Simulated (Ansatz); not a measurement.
## O on Ir(100): change of the work function

How does O on the hollow site change the work function of Ir(100) as the layer fills?

Calculated with Ansatz 0.2.0; plane-wave DFT, PBEsol, Ansatz PAW, in the first sound run; inputs show where later runs differ.

### 1. The starting structure

The cell holds 4 atoms: 4 Ir. Its edges and angles: a = 2.715 Å, b = 2.715 Å, c = 23.760 Å, α = 90.0°, β = 90.0°, γ = 90.0°. Vacuum lies along c.

### 2. The clean slab

The bare slab comes first, as the zero from which every change is counted. The two lowest layers are held at bulk places and the upper ones relax. The dipole correction removes the false field that a one-sided slab makes across the periodic vacuum, so each face gets a flat vacuum level of its own.

input.yaml

```yaml
crystal:
  lattice:
    - [2.7152900398, 0.0, 0.0]
    - [0.0, 2.7152900398, 0.0]
    - [0.0, 0.0, 23.76]
  atoms:
    - { symbol: Ir, position: [0.5, 0.5, 0.3787878788] }
    - { symbol: Ir, position: [0.0, 0.0, 0.4595959596] }
    - { symbol: Ir, position: [0.5, 0.5, 0.5404040404] }
    - { symbol: Ir, position: [0.0, 0.0, 0.6212121212] }
kpoints:
  mp_grid: { grid: [11, 11, 1] }
hamiltonian:
  xc: pbesol
scf:
  occupations: { method: fermi_dirac, width: 0.1 }
  convergence: { dr2_threshold: 1.0e-08 }
efield:
  axis: 3
  dipole_correction: true
  ramp_position: 0.97
  ramp_width: 0.06
relax:
  f_tol: 0.02
  max_steps: 60
  constraints: [{ sites: [0, 1] }]
output:
  write_potential: true
  write_density: true
  volumetric_format: npy
```

Started as:

```bash
$ ansatz run input.yaml --threads 4 --pin off --max-ram 12288MiB --backend cpu --events-out ev --progress --plain --runs-dir out
```

Numbers of over 12 decimals in the logs are rounded to 6 here.

Output:

```text
Engine: ansatz 0.2.0, x86_64-unknown-linux-gnu
Pseudopotentials: kind: paw
Pseudopotential: Ir, paw, valence charge 17, recommended cutoff 420 eV (normal), Ir.paw.azcp
Functional definition: PBEsol
  exchange = pbesol_x
  correlation = pbesol_c
Crystal: 4 atoms, lattice volume = 175.178 Å³
Basis set: ecut = 420 eV, 3491 PW (Γ), exchange–correlation on 40×40×320 points (8 copies of the dense FFT grid, shifted against one another)
Bands: 41, of which v1, the nominal top of the filled ones, is band 34 counted from 1 (33 counted from 0)
Symmetry: 8 space group operations
k-points: 21 of 121
Non-local potential: Ir, projectors of the file, l = 0: 3, l = 1: 2, l = 2: 2, l = 3: 1
PAW form: soft (Blöchl's): semilocal exchange-correlation on the pseudo side does not see the compensation charge
PAW frozen core: Ir, regenerated for the run's functional, and the local potential with it (the file was generated under x = pbe(κ = 0.804, μ = 0.219515), c = pbe(β = 0.066725))
PAW one-centre angular grid: Ir, 590 points (default); XC on 64 Gauss nodes
Initial density: superposition of atomic densities (neutral atoms: chi_scale 0, normalization atom), corrected by the library's trained network
Initial wavefunctions: pseudopotential atomic-orbital guess
Functional: x = pbesol(κ = 0.804, μ = 0.123457), c = pbesol(β = 0.046)
SCF iter   1: F=—  HF=-47193.011029 eV  |F-HF|=—  |Δ(HF+E_count)|=         —  Δρ=7.74e-3  dr2=5.87e-1  ethr=1.77e-3  p=0.000 e·Å  D=1.63e-13 V/Å  ΔV_dip=-0.00 eV  dr2_dipole=6.57e-9  V_vac-E_F(+/−)=5.26/5.26 eV  ⟨swp⟩=8.0  Hψ=3900  notcnv=0
efield: sawtooth ramp at fractional position 0.9700 (set: `efield.ramp_position`, or a place that a band, a saddle search or an elastic batch's reference lends), width 0.0600; the density the first Hamiltonian is built on has a dipole p = 0.000 e·Å; the dipole correction subtracts the counter field D = 1.63e-13 V/Å, which shifts the + side's vacuum level by -0.00 eV against the − side's; the planar-averaged density in the ramp window peaks in size at 9.4e-7 e/Å³
preconditioner: auto → LDOS  [metal: Δε(μ)=0.015 eV  Ē_g=5.990 eV  σ=0.100 eV  W_gap=0.04  n_scr=28 (ndim 8)  ℏωp=16.8 eV  f_vac=0.604  D(μ)=5.48/eV (n_scr^D=36)  β→1.0]
SCF iter   2: F=—  HF=-47192.984149 eV  |F-HF|=—  |Δ(HF+E_count)|=   2.69e-2  Δρ=4.00e-3  dr2=3.87e-2  ethr=8.63e-4  p=-0.000 e·Å  D=-4.39e-5 V/Å  ΔV_dip=0.00 eV  dr2_dipole=2.83e-9  V_vac-E_F(+/−)=5.61/5.61 eV  ⟨swp⟩=2.6  Hψ=1361  notcnv=0  defer=1
SCF iter   3: F=—  HF=-47192.983833 eV  |F-HF|=—  |Δ(HF+E_count)|=   3.16e-4  Δρ=2.55e-3  dr2=2.41e-2  ethr=5.69e-5  p=-0.000 e·Å  D=-7.10e-6 V/Å  ΔV_dip=0.00 eV  dr2_dipole=9.39e-9  V_vac-E_F(+/−)=5.58/5.58 eV  ⟨swp⟩=3.4  Hψ=1957  notcnv=0  defer=1
SCF iter   4: F=—  HF=-47192.979305 eV  |F-HF|=—  |Δ(HF+E_count)|=   4.53e-3  Δρ=3.58e-4  dr2=3.49e-4  ethr=3.55e-5  p=-0.000 e·Å  D=-1.18e-5 V/Å  ΔV_dip=0.00 eV  dr2_dipole=4.60e-9  V_vac-E_F(+/−)=5.64/5.64 eV  ⟨swp⟩=2.0  Hψ=1257  notcnv=0  defer=1
SCF iter   5: F=—  HF=-47192.979314 eV  |F-HF|=—  |Δ(HF+E_count)|=   9.75e-6  Δρ=1.47e-4  dr2=1.21e-4  ethr=5.14e-7  p=-0.000 e·Å  D=-7.27e-6 V/Å  ΔV_dip=0.00 eV  dr2_dipole=1.86e-9  V_vac-E_F(+/−)=5.65/5.65 eV  ⟨swp⟩=3.0  Hψ=1689  notcnv=0  defer=1
SCF iter   6: F=—  HF=-47192.979315 eV  |F-HF|=—  |Δ(HF+E_count)|=   1.91e-7  Δρ=9.79e-5  dr2=2.61e-5  ethr=1.79e-7  p=-0.000 e·Å  D=-2.91e-6 V/Å  ΔV_dip=0.00 eV  dr2_dipole=1.11e-10  V_vac-E_F(+/−)=5.67/5.67 eV  ⟨swp⟩=2.1  Hψ=1285  notcnv=0  defer=1
SCF iter   7: F=—  HF=-47192.979358 eV  |F-HF|=—  |Δ(HF+E_count)|=   4.32e-5  Δρ=2.18e-5  dr2=1.12e-6  ethr=3.84e-8  p=-0.000 e·Å  D=-9.57e-7 V/Å  ΔV_dip=0.00 eV  dr2_dipole=1.08e-12  V_vac-E_F(+/−)=5.67/5.67 eV  ⟨swp⟩=2.0  Hψ=1229  notcnv=0  defer=1
SCF iter   8: F=—  HF=-47192.979349 eV  |F-HF|=—  |Δ(HF+E_count)|=   8.79e-6  Δρ=6.72e-6  dr2=1.46e-7  ethr=1.65e-9  p=-0.000 e·Å  D=-3.34e-7 V/Å  ΔV_dip=0.00 eV  dr2_dipole=4.60e-14  V_vac-E_F(+/−)=5.68/5.68 eV  ⟨swp⟩=2.8  Hψ=1746  notcnv=0  defer=1
SCF iter   9: F=-47192.979349 eV  HF=-47192.979349 eV  |F-HF|=3.49e-8  |Δ(HF+E_count)|=   1.66e-7  Δρ=2.37e-6  dr2=8.90e-9  ethr=1.47e-11  p=-0.000 e·Å  D=-1.33e-7 V/Å  ΔV_dip=0.00 eV  dr2_dipole=2.53e-13  V_vac-E_F(+/−)=5.68/5.68 eV  ⟨swp⟩=9.0  Hψ=7135  notcnv=0
SCF 1 converged in 9 iterations: F = -47192.979349 eV  dr2 = 8.90e-9
  greatest PAW one-centre occupation: 1.000 electrons in one spin orbital (limit 2), on the Ir atom at site 1 (counted from 0), in its partial waves of l = 0
relax step   1: F+E_penalty+E_count = -47192.97934924 eV  Δ(F+E_penalty+E_count) = +0.000e0 eV  max|allowed force component| = 1.064e0 eV/Å  Δτ_max = 0.0000 Å  (9 SCF iters, accepted)
Initial density: handed on by an earlier stage of this run
Initial wavefunctions: those handed on with the density
iter 1 solved again at ethr=2.36e-3 eV; its pass at ethr=3.10e-3 eV (dr2=1.60e0 eV) is discarded
SCF iter   1: F=—  HF=-47193.022883 eV  |F-HF|=—  |Δ(HF+E_count)|=         —  Δρ=1.08e-2  dr2=1.43e0  ethr=2.36e-3  p=-0.000 e·Å  D=-3.46e-7 V/Å  ΔV_dip=0.00 eV  dr2_dipole=4.43e-1  V_vac-E_F(+/−)=5.63/5.63 eV  ⟨swp⟩=1.2  Hψ=3442  notcnv=0
efield: sawtooth ramp at fractional position 0.9700 (set: `efield.ramp_position`, or a place that a band, a saddle search or an elastic batch's reference lends), width 0.0600; the density the first Hamiltonian is built on has a dipole p = -0.000 e·Å; the dipole correction subtracts the counter field D = -3.46e-7 V/Å, which shifts the + side's vacuum level by +0.00 eV against the − side's; the planar-averaged density in the ramp window peaks in size at 2.2e-6 e/Å³
preconditioner: auto → LDOS  [metal: Δε(μ)=0.008 eV  Ē_g=6.284 eV  σ=0.100 eV  W_gap=0.02  n_scr=28 (ndim 8)  ℏωp=16.8 eV  f_vac=0.612  D(μ)=5.50/eV (n_scr^D=38)  β→1.0]
SCF iter   2: F=—  HF=-47192.993703 eV  |F-HF|=—  |Δ(HF+E_count)|=   2.92e-2  Δρ=3.73e-3  dr2=7.17e-2  ethr=2.11e-3  p=0.004 e·Å  D=4.04e-3 V/Å  ΔV_dip=-0.10 eV  dr2_dipole=6.16e-3  V_vac-E_F(+/−)=5.60/5.69 eV  ⟨swp⟩=2.0  Hψ=1247  notcnv=0
SCF iter   3: F=—  HF=-47192.986761 eV  |F-HF|=—  |Δ(HF+E_count)|=   6.94e-3  Δρ=2.40e-3  dr2=2.26e-2  ethr=1.05e-4  p=0.000 e·Å  D=5.11e-4 V/Å  ΔV_dip=-0.01 eV  dr2_dipole=4.89e-5  V_vac-E_F(+/−)=5.66/5.67 eV  ⟨swp⟩=2.5  Hψ=1588  notcnv=0
SCF iter   4: F=—  HF=-47192.980735 eV  |F-HF|=—  |Δ(HF+E_count)|=   6.03e-3  Δρ=5.40e-4  dr2=1.11e-3  ethr=3.32e-5  p=0.002 e·Å  D=1.71e-3 V/Å  ΔV_dip=-0.04 eV  dr2_dipole=3.13e-6  V_vac-E_F(+/−)=5.64/5.68 eV  ⟨swp⟩=2.6  Hψ=1545  notcnv=0
[...]
SCF iter   2: F=—  HF=-47193.040746 eV  |F-HF|=—  |Δ(HF+E_count)|=   8.10e-3  Δρ=1.85e-3  dr2=1.98e-2  ethr=1.72e-4  p=-0.001 e·Å  D=-6.41e-4 V/Å  ΔV_dip=0.02 eV  dr2_dipole=2.90e-3  V_vac-E_F(+/−)=5.69/5.68 eV  ⟨swp⟩=2.0  Hψ=1227  notcnv=0
SCF iter   3: F=—  HF=-47193.040050 eV  |F-HF|=—  |Δ(HF+E_count)|=   6.96e-4  Δρ=1.46e-3  dr2=7.92e-3  ethr=8.77e-6  p=0.000 e·Å  D=5.12e-4 V/Å  ΔV_dip=-0.01 eV  dr2_dipole=5.14e-5  V_vac-E_F(+/−)=5.67/5.69 eV  ⟨swp⟩=2.9  Hψ=1823  notcnv=0
SCF iter   4: F=—  HF=-47193.037727 eV  |F-HF|=—  |Δ(HF+E_count)|=   2.32e-3  Δρ=1.99e-4  dr2=1.33e-4  ethr=3.50e-6  p=0.000 e·Å  D=6.83e-5 V/Å  ΔV_dip=-0.00 eV  dr2_dipole=3.80e-6  V_vac-E_F(+/−)=5.68/5.68 eV  ⟨swp⟩=2.3  Hψ=1622  notcnv=0
SCF iter   5: F=—  HF=-47193.037725 eV  |F-HF|=—  |Δ(HF+E_count)|=   1.99e-6  Δρ=6.93e-5  dr2=1.30e-5  ethr=5.89e-8  p=0.000 e·Å  D=3.42e-4 V/Å  ΔV_dip=-0.01 eV  dr2_dipole=1.28e-7  V_vac-E_F(+/−)=5.67/5.68 eV  ⟨swp⟩=2.8  Hψ=1663  notcnv=0
SCF iter   6: F=—  HF=-47193.037776 eV  |F-HF|=—  |Δ(HF+E_count)|=   5.09e-5  Δρ=2.15e-5  dr2=1.98e-6  ethr=5.73e-9  p=0.001 e·Å  D=5.32e-4 V/Å  ΔV_dip=-0.01 eV  dr2_dipole=1.32e-8  V_vac-E_F(+/−)=5.67/5.68 eV  ⟨swp⟩=3.0  Hψ=1788  notcnv=0
SCF iter   7: F=—  HF=-47193.037777 eV  |F-HF|=—  |Δ(HF+E_count)|=   1.25e-6  Δρ=7.78e-6  dr2=2.43e-7  ethr=8.76e-10  p=0.001 e·Å  D=6.16e-4 V/Å  ΔV_dip=-0.01 eV  dr2_dipole=4.27e-9  V_vac-E_F(+/−)=5.67/5.68 eV  ⟨swp⟩=2.7  Hψ=1530  notcnv=0
SCF iter   8: F=—  HF=-47193.037777 eV  |F-HF|=—  |Δ(HF+E_count)|=   3.11e-8  Δρ=2.67e-6  dr2=2.38e-8  ethr=1.07e-10  p=0.001 e·Å  D=6.74e-4 V/Å  ΔV_dip=-0.02 eV  dr2_dipole=6.82e-9  V_vac-E_F(+/−)=5.67/5.68 eV  ⟨swp⟩=3.2  Hψ=1695  notcnv=0
SCF iter   9: F=-47193.037777 eV  HF=-47193.037777 eV  |F-HF|=8.75e-9  |Δ(HF+E_count)|=   7.49e-8  Δρ=9.08e-7  dr2=4.82e-9  ethr=4.42e-12  p=0.001 e·Å  D=6.95e-4 V/Å  ΔV_dip=-0.02 eV  dr2_dipole=3.23e-10  V_vac-E_F(+/−)=5.67/5.68 eV  ⟨swp⟩=10.8  Hψ=6328  notcnv=0
SCF 3 converged in 9 iterations: F = -47193.037777 eV  dr2 = 4.82e-9
relax step   3: F+E_penalty+E_count = -47193.03777743 eV  Δ(F+E_penalty+E_count) = -5.724e-2 eV  max|allowed force component| = 1.109e-1 eV/Å  Δτ_max = 0.0936 Å  (9 SCF iters, accepted)
SCF iter   1: F=—  HF=-47193.038194 eV  |F-HF|=—  |Δ(HF+E_count)|=         —  Δρ=3.65e-4  dr2=1.01e-3  ethr=2.03e-5  p=0.001 e·Å  D=6.95e-4 V/Å  ΔV_dip=-0.02 eV  dr2_dipole=2.77e-4  V_vac-E_F(+/−)=5.67/5.69 eV  ⟨swp⟩=2.0  Hψ=1668  notcnv=0  defer=1
efield: sawtooth ramp at fractional position 0.9700 (set: `efield.ramp_position`, or a place that a band, a saddle search or an elastic batch's reference lends), width 0.0600; the density the first Hamiltonian is built on has a dipole p = 0.001 e·Å; the dipole correction subtracts the counter field D = 6.95e-4 V/Å, which shifts the + side's vacuum level by -0.02 eV against the − side's; the planar-averaged density in the ramp window peaks in size at 2.2e-6 e/Å³
preconditioner: auto → LDOS  [metal: Δε(μ)=0.036 eV  Ē_g=6.139 eV  σ=0.100 eV  W_gap=0.09  n_scr=28 (ndim 8)  ℏωp=16.8 eV  f_vac=0.607  D(μ)=5.64/eV (n_scr^D=38)  β→1.0]
SCF iter   2: F=—  HF=-47193.038154 eV  |F-HF|=—  |Δ(HF+E_count)|=   4.01e-5  Δρ=1.82e-4  dr2=1.21e-4  ethr=1.48e-6  p=0.001 e·Å  D=5.84e-4 V/Å  ΔV_dip=-0.01 eV  dr2_dipole=3.81e-7  V_vac-E_F(+/−)=5.67/5.68 eV  ⟨swp⟩=2.0  Hψ=1402  notcnv=0  defer=1
SCF iter   3: F=—  HF=-47193.038120 eV  |F-HF|=—  |Δ(HF+E_count)|=   3.36e-5  Δρ=4.38e-5  dr2=7.95e-6  ethr=1.78e-7  p=0.001 e·Å  D=6.73e-4 V/Å  ΔV_dip=-0.02 eV  dr2_dipole=7.96e-7  V_vac-E_F(+/−)=5.67/5.68 eV  ⟨swp⟩=2.6  Hψ=1490  notcnv=0  defer=1
SCF iter   4: F=—  HF=-47193.038163 eV  |F-HF|=—  |Δ(HF+E_count)|=   4.33e-5  Δρ=1.35e-5  dr2=6.33e-7  ethr=1.17e-8  p=0.001 e·Å  D=6.81e-4 V/Å  ΔV_dip=-0.02 eV  dr2_dipole=8.12e-8  V_vac-E_F(+/−)=5.67/5.68 eV  ⟨swp⟩=2.8  Hψ=1581  notcnv=0  defer=1
SCF iter   5: F=—  HF=-47193.038163 eV  |F-HF|=—  |Δ(HF+E_count)|=   1.30e-7  Δρ=3.44e-6  dr2=3.00e-8  ethr=9.31e-10  p=0.001 e·Å  D=6.89e-4 V/Å  ΔV_dip=-0.02 eV  dr2_dipole=2.60e-10  V_vac-E_F(+/−)=5.67/5.68 eV  ⟨swp⟩=2.2  Hψ=1311  notcnv=0  defer=1
SCF iter   6: F=-47193.038163 eV  HF=-47193.038163 eV  |F-HF|=1.69e-8  |Δ(HF+E_count)|=   9.49e-8  Δρ=1.29e-6  dr2=6.59e-9  ethr=1.47e-11  p=0.001 e·Å  D=7.00e-4 V/Å  ΔV_dip=-0.02 eV  dr2_dipole=3.98e-10  V_vac-E_F(+/−)=5.67/5.68 eV  ⟨swp⟩=11.0  Hψ=6715  notcnv=0
SCF 4 converged in 6 iterations: F = -47193.038163 eV  dr2 = 6.59e-9
relax step   4: F+E_penalty+E_count = -47193.03816344 eV  Δ(F+E_penalty+E_count) = -3.860e-4 eV  max|allowed force component| = 2.922e-3 eV/Å  Δτ_max = 0.0047 Å  (6 SCF iters, accepted)
NSCF: frozen V_eff on 21 k-points
the band table was solved once a step of the walk had ended and its energy, with any forces and stress, was formed, with the checks that follow a solve (4200 applications of the Hamiltonian). They found nothing against the state; the energy, forces and stress were not computed again (output.eigenvalues in the input reference)
WARN: The output density's exchange-correlation potential varies sharply where the density is thin. Do not read a vacuum level from v_tot or v_xc, or from such a field of the output density. On a cell that repeats whose density bears no net charge and no dipole along the vacuum's axis use v_es (v_loc + v_h of the components); under efield.dipole_correction with no amplitude use v_es + v_field, which holds any externa [...]
SCF converged after 6 iterations
Free energy (F): -47193.038163 eV
Harris-Foulkes:  -47193.038163 eV  (|F-HF|=1.69e-8)
Internal energy: -47192.855794 eV  (E = F + TS)
E sigma→0 (E₀):  -47192.946979 eV
Entropy (-TS):   -0.182369 eV (-45.592 meV/atom)
Fermi energy:    4.407858 eV
Dipole field:    D = 0.000729 V/Å  (p = 0.000706 e·Å, saw-weighted, corrected)
Work function:   Φ+ = 5.6651 eV   Φ− = 5.6824 eV
Levels:          The Fermi level and band energies are counted from a zero that moves with the ramp; work functions are not
--- Per-component energies (eV) ---
  E_band       = -1755.240704
  E_kinetic    = 2486.207780
  E_local      = -110353.645631  (includes V_loc(G=0)·N_el)
  E_nonlocal   = 305.598702
  E_hartree    = 53968.499987
  E_xc         = -1060.808582
  E_vxc        = -1191.846337  (∫ρ·V_xc dr)
  E_paw        = -36355.173103  (= ΣΔE_a)
  E_vpaw       = -938.538642  (= ΣTr[D̂ρ^β])
  E_aug_tail   = 0.000219  (compensation charges beyond the density's cutoff)
  E_efield     = 0.000000  (sawtooth field / dipole correction)
  E_vefield    = 0.001176  (∫n·V_field dr)
  E_ewald      = 43815.403694
  E_core_change = 1.061139  (= ΣΔE_core)
  E_smearing   = -0.182369  (= −TS)
  E_closure    = -0.000000  (closes the sum)
  Σ components = -47193.038163   (vs F -47193.038163, Δ=0.00e0)
--- Forces (eV/Å), atoms counted from 1 ---
  atom   1  Ir     0.00000000     0.00000000     1.06556571
  atom   2  Ir    -0.00000000     0.00000000    -1.06921603
  atom   3  Ir     0.00000000     0.00000000     0.00292224
  atom   4  Ir     0.00000000     0.00000000     0.00072725
  max |Σ_I F_I| component: 8.32e-7 eV/Å
--- Band table (eV; the first three rows and the last of 21) ---
  k-point 0: bands = [... 30 lower, 3.1451, 3.3943, 4.2130, 4.2928, 4.2928, 4.5535, 5.2023, 5.4797, ... 3 higher]
  k-point 1: bands = [... 30 lower, 3.1670, 3.3429, 3.4273, 3.6566, 4.4935, 4.6951, 4.9246, 5.3089, ... 3 higher]
  k-point 2: bands = [... 30 lower, 2.9046, 3.1796, 3.2840, 3.3308, 4.2579, 4.5362, 4.5987, 5.2849, ... 3 higher]
  k-point 20: bands = [... 30 lower, 4.8578, 4.9353, 5.3521, 5.6654, 6.1923, 6.4154, 7.2620, 8.6191, ... 3 higher]
--- Relaxed structure (4 steps of the walk, 4 accepted, 0 SCFs on fresh bases) ---
  F+E_penalty+E_count = -47193.03816344 eV   max|allowed force component| = 2.922e-3 eV/Å
  atoms:
    - { symbol: Ir, position: [0.5, 0.5, 0.3787878788] }
    - { symbol: Ir, position: [0.0, 0.0, 0.4595959596] }
    - { symbol: Ir, position: [0.5, 0.5, 0.540612] }
    - { symbol: Ir, position: [0, 0.0, 0.617014] }
```

Run time: 11 s. Hardware: 4 threads of Intel Xeon Platinum 8375C at 2.90GHz (Ice Lake), shared host; peak memory 0.56 GiB; 42 s of CPU time.

The steps of the relaxation:

```tsv
step	energy less that of the first step (eV)	largest force component (eV/Å)
1	0.0000	1.0644
2	-0.0012	1.3071
3	-0.0584	0.1109
4	-0.0588	0.0029
```

Forces are held to the 8 operations that the run works with; a distortion that breaks them can't arise in this run.

The atoms that moved most (Å):

```tsv
atom	dx	dy	dz	length
Ir4	0.000	0.000	-0.100	0.100
```

This step gave:

* energy at zero smearing: -47192.9470 eV
* work function, upper face: 5.665 eV
* dipole along the normal: 7.06e-4 e·Å

Running mean over 1.92 Å of the planar mean; the ramp of the sawtooth is left out. Table of electron's electrostatic potential energy less the Fermi level by z:

```tsv
z (Å)	electron's electrostatic potential energy less the Fermi level (eV)
3.0	5.68
3.5	5.68
4.0	5.68
4.5	5.68
5.0	5.68
5.5	5.67
6.0	5.63
6.5	5.48
7.0	4.87
7.5	2.35
8.0	-3.39
8.5	-9.40
9.0	-12.2
9.5	-12.9
10.0	-13.1
10.5	-13.2
11.0	-13.4
11.5	-13.4
12.0	-13.5
12.5	-13.6
13.0	-13.9
13.5	-14.5
14.0	-14.3
14.5	-13.1
15.0	-10.9
15.5	-5.58
16.0	0.756
16.5	4.38
17.0	5.34
17.5	5.59
18.0	5.65
18.5	5.66
19.0	5.66
19.5	5.67
20.0	5.67
20.5	5.67
```

The relaxation took 4 steps and lowered the energy by 0.059 eV; the largest force on the free atoms ends at 0.0029 eV/Å.

The work function of the upper face is 5.67 eV.

[end of part 1 of 5]

[Logs are printed without paths, hosts, clocks, repeated set-up lines and the standing remarks that a program may print on its own settings, such as how far it seeks lower states.]

[Hosts, paths, dates, database ids (printed as entryN), source tags and the programs' standing remarks are cut or masked in the printed files.]

[Maps of the electrostatic potential energy from Ansatz leave out the sawtooth potential of an applied field or a dipole correction, so their vacuum need not be flat; planar profiles and work functions include it.]
